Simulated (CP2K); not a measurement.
Two runs for the C K edge of pyrazine. Run A: CP2K XAS_TDP, all-electron GAPW, PBEh(45%), aug-cc-pVDZ, TDA, no relativity. Run B differs in one setting.

First lines with a strength over 0.0015. A:

```csv
atom,energy (eV),states,"strength, one atom"
"C1 (bonded to C, N and H), 4 alike",281.61,1,0.0522
,283.35,1,0.0037
,285.38,1,0.0125
,286.45,1,0.0028
,287.02,2,0.0069
```

B:

```csv
atom,energy (eV),states,"strength, one atom"
"C1 (bonded to C, N and H), 4 alike",287.33,1,0.0511
,289.07,1,0.0037
,291.11,1,0.0123
,292.18,1,0.0027
,292.75,2,0.0067
```

Question: Which was it: the functional, scalar relativity switched on, GW2X switched on, the basis?

GW2X switched on. GW2X shifts an atom's lines together and keeps their spacings. Against PBEh(45%) in aug-cc-pVDZ, the leading line moves by +5.72 eV, to 287.33 eV.

[Banner, clock and machine lines of the logs are left out without a mark of their own.]

[Logs are printed without paths, hosts, clocks, repeated set-up lines and the standing remarks that a program may print on its own settings, such as how far it seeks lower states.]

[Hosts, paths, dates, database ids (printed as entryN), source tags and the programs' standing remarks are cut or masked in the printed files.]
